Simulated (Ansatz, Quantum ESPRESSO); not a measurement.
# Na (Im-3m): electron–phonon coupling with Quantum ESPRESSO

Wanted: phonons, linewidths and couplings of Na (Im-3m) from a second program.

Method: DFT PBE, scalar-relativistic, plane waves, PAW, in the first sound run; inputs show where later runs differ, in Ansatz 0.2.0 and Quantum ESPRESSO 7.5.

Most raw output is cut from this account.

## 1. The structure

Symmetry: Im-3m, No. 229, cubic system. The conventional cell has a = 4.282 Å, b = 4.282 Å, c = 4.282 Å, α = 90.00°, β = 90.00°, γ = 90.00°. Nearest to Na lie 8 Na at 3.71 Å.

## 2. Relaxing cell and atoms

Lattice constant and positions set the bands and the force constants, so the cell is relaxed first.

input.yaml reads:

```yaml
crystal:
  lattice:
    - [-2.141, 2.141, 2.141]
    - [2.141, -2.141, 2.141]
    - [2.141, 2.141, -2.141]
  atoms:
    - { symbol: Na, position: [0.0, 0.0, 0.0] }
kpoints:
  mp_grid: { grid: [10, 10, 10] }
hamiltonian:
  xc: pbe
scf:
  occupations: { method: gaussian, width: 0.1 }
output:
  forces: true
  stress: true
  eigenvalues: true
relax:
  adjacent_minimum: "off"
  f_tol: 0.005
  max_steps: 80
  cell: { stress_tol: 0.05 }
```

Command:

```sh
ansatz run input.yaml --threads 4 --pin off --max-ram 8192MiB --backend cpu --events-out ev --progress --plain --runs-dir out
```

The job ended after 2 s (4 threads of Arm Neoverse N1, shared host; peak memory 0.28 GiB).

Step by step:

```tsv
step	energy less that of the first step (eV)	largest force component (eV/Å)	pressure (GPa)	volume (Å³)
1	0.0000	0.0000	-0.41	39.26
2	-0.0009	0.0000	-0.34	38.87
3	-0.0030	0.0000	0.03	36.86
4	-0.0029	0.0000	0.04	36.86
```

The log counts 1 steps on a newly chosen plane-wave basis, not all of them marked here; energy and pressure can jump at such steps.

```tsv
conventional cell, symmetrised	before	after	change
a (Å)	4.282	4.193	-2.1 %
b (Å)	4.282	4.193	-2.1 %
c (Å)	4.282	4.193	-2.1 %
volume (Å³/atom)	39.26	36.86	-6.1 %
```

The relaxed structure:

```xyz
1
Lattice="-2.0965 2.0965 2.0965 2.0965 -2.0965 2.0965 2.0965 2.0965 -2.0965" Properties=species:S:1:pos:R:3 pbc="T T T"
Na    0.0000    0.0000    0.0000
```

Numbers from this step:

| Quantity | Value |
| --- | --- |
| pressure | 0.03634 GPa |
| volume per atom | 36.86 Å³ |
| metallic on mesh | yes |
| gap on the k-mesh | 0 eV |

The largest force is now zero by symmetry and the largest stress component 0.036 GPa.

## 3. Second program, ground state

ph.x needs a tightly converged ground state on the same k mesh; the cell is that of the step before.

This step: DFT PBE, scalar-relativistic, plane waves, GBRV ultrasoft pseudopotentials (Quantum ESPRESSO 7.5).

pw.in reads:

```
 &control
    calculation='scf',
    prefix='x',
    outdir='./tmp',
    pseudo_dir='./pseudo',
    tprnfor=.true.,
    tstress=.true.,
 /
 &system
    ibrav=0,
    nat=1,
    ntyp=1,
    ecutwfc=52.0,
    ecutrho=416.0,
    occupations='smearing',
    smearing='fd',
    degauss=0.00734986,
    nbnd=11,
 /
 &electrons
    conv_thr=1.0d-11,
    mixing_beta=0.5,
 /
ATOMIC_SPECIES
 Na     22.9898  Na.upf
CELL_PARAMETERS angstrom
    -2.096460919    2.096460919    2.096460919
     2.096460919   -2.096460919    2.096460919
     2.096460919    2.096460919   -2.096460919
ATOMIC_POSITIONS crystal
 Na     0.000000000   0.000000000   0.000000000
K_POINTS automatic
 10 10 10 0 0 0
```

Command:

```sh
OMP_NUM_THREADS=1 mpirun -n 4 pw.x -nk 4 -in pw.in > pw.x.log
```

It took 5.8 s on 4 MPI ranks.

This step gave:

| Quantity | Value |
| --- | --- |
| pressure | 0.061 GPa |

With these potentials, mesh and smearing the cell is at 0.061 GPa.

## 4. Matrix elements on the k mesh: PseudoDojo files, cutoff 1197.3 eV, Fermi–Dirac smearing of 0.1 eV

The exported deformation potentials allow the same Gaussian double-delta sums that other programs print.

This step: DFT PBE, scalar-relativistic, plane waves, PseudoDojo norm-conserving pseudopotentials (Ansatz 0.2.0).

input.yaml reads:

```yaml
crystal:
  lattice:
    - [-2.0964609188, 2.0964609188, 2.0964609188]
    - [2.0964609188, -2.0964609188, 2.0964609188]
    - [2.0964609188, 2.0964609188, -2.0964609188]
  atoms:
    - { symbol: Na, position: [0.0, 0.0, 0.0] }
kpoints:
  mp_grid: { grid: [8, 8, 8] }
hamiltonian:
  xc: pbe
  pseudopotentials: { kind: nc, accuracy: standard }
scf:
  occupations: { method: fermi_dirac, width: 0.1 }
  n_extra_bands: 10
output:
  eigenvalues: true
basis:
  ecutwfc: 1197.301
phonons:
  method: dfpt
  qmesh: [2, 2, 2]
  temperatures: { t_max: 1000, t_step: 50 }
  qpath:
    path:
      - [[0.0, 0.0, 0.0], [0.5, -0.5, 0.5], [0.0, 0.0, 0.5], [0.0, 0.0, 0.0], [0.25, 0.25, 0.25], [0.5, -0.5, 0.5]]
      - [[0.25, 0.25, 0.25], [0.0, 0.0, 0.5]]
    npoints: 10
  electron_phonon_deformation_potentials: { window_half_width: 2.5 }
```

Command:

```sh
ansatz run input.yaml --threads 4 --pin off --max-ram 8192MiB --backend cpu --events-out ev --progress --plain --runs-dir out
```

Elapsed: 15 s, on 4 threads; peak memory 1.8 GiB; 56 s of CPU time.

Numbers from this step:

| Quantity | Value |
| --- | --- |
| zero point energy | 0.01590 eV/cell |
| share of imaginary modes in the plain interpolation between solved wavevectors | 0 |
| highest frequency, solved or plainly interpolated | 129.5 cm⁻¹ |
| Debye temperature (second moment) | 168 K |

Allen's double-delta sum on the run's k mesh, delta = exp(-(x/sigma)^2)/(sigma sqrt(pi)); at the zone centre the sum is no linewidth. Double-delta sums:

```tsv
q1	q2	q3	star	mode	omega (meV)	lambda_q, sigma 0.05 eV	lambda_q, sigma 0.1 eV	lambda_q, sigma 0.2 eV	lambda_q, sigma 0.3 eV	lambda_q, sigma 0.4 eV	half width at sigma 0.2 (meV)	<D²> at sigma 0.2 ((eV/Å)²)	nesting at sigma 0.2 (1/eV²)
0	0	-0.5	6	1	3.498	0.01287	0.005853	0.003771	0.002831	0.002363	4.98e-5	4.75e-4	0.1832
0	0	-0.5	6	2	10.83	0.007277	0.003314	0.002321	0.00175	0.00132	2.94e-4	0.002805	0.1832
0	0	-0.5	6	3	16.05	0.7946	0.389	0.2932	0.2237	0.1692	0.08149	0.7786	0.1832
-0.5	-0.5	-0.5	1	1	15.29	0.2839	0.1298	0.1076	0.08249	0.06012	0.02714	0.09857	0.482
-0.5	-0.5	-0.5	1	2	15.29	0.2839	0.1298	0.1076	0.08249	0.06012	0.02714	0.09857	0.482
-0.5	-0.5	-0.5	1	3	15.29	0.2839	0.1298	0.1076	0.08249	0.06012	0.02714	0.09857	0.482
```

Mean over the q mesh without its centre; few wavevectors enter, so none of the widths can be taken as converged. Coupling constant λ, lambda against Gaussian width:

```tsv
Gaussian width (eV)	coupling constant λ, lambda
0.050	0.82
0.100	0.397
0.200	0.303
0.300	0.231
0.400	0.174
```

Among the solved wavevectors the lowest mode, translations apart, is 28.2 cm⁻¹, so these are real on this k mesh.

## 5. Second program, ground state

This step: DFT PBE, scalar-relativistic, plane waves, PseudoDojo norm-conserving pseudopotentials (Quantum ESPRESSO 7.5).

Changes to pw.in since step 3:

```diff
@@ -12,4 +12,4 @@
     ntyp=1,
-    ecutwfc=52.0,
-    ecutrho=416.0,
+    ecutwfc=88.0,
+    ecutrho=352.0,
     occupations='smearing',
@@ -32,2 +32,2 @@
 K_POINTS automatic
- 10 10 10 0 0 0
+ 8 8 8 0 0 0
```

Command:

```sh
OMP_NUM_THREADS=1 mpirun -n 4 pw.x -nk 4 -in pw.in > pw.x.log
```

The job ended after 13 s (4 MPI ranks).

This step gave:

```yaml
pressure: 0.079 GPa
```

With these potentials, mesh and smearing the cell is at 0.079 GPa.

## 6. Results

```json
{
  "phonon run of the rows without a label of their own": "PBE, q 2×2×2, k 8×8×8",
  "softest mode on the q mesh": "28.2 cm⁻¹ at q = (0, 0.5, 0.5)",
  "highest frequency, solved or plainly interpolated": "130 cm⁻¹",
  "coupling λ by Gaussian sums at 0.2 eV, Ansatz, PseudoDojo, cutoff 1197 eV, q 2×2×2, k 8×8×8": "0.303"
}
```

**Reading.** In the last run that gave them, λ from the Gaussian sums still varies by a factor of 2.3 between widths of 0.1 and 0.4 eV; these sums hold few wavevectors and leave out the zone centre.

[Logs are printed without paths, hosts, clocks, repeated set-up lines and the standing remarks that a program may print on its own settings, such as how far it seeks lower states.]

[Hosts, paths, dates, database ids (printed as entryN), source tags and the programs' standing remarks are cut or masked in the printed files.]
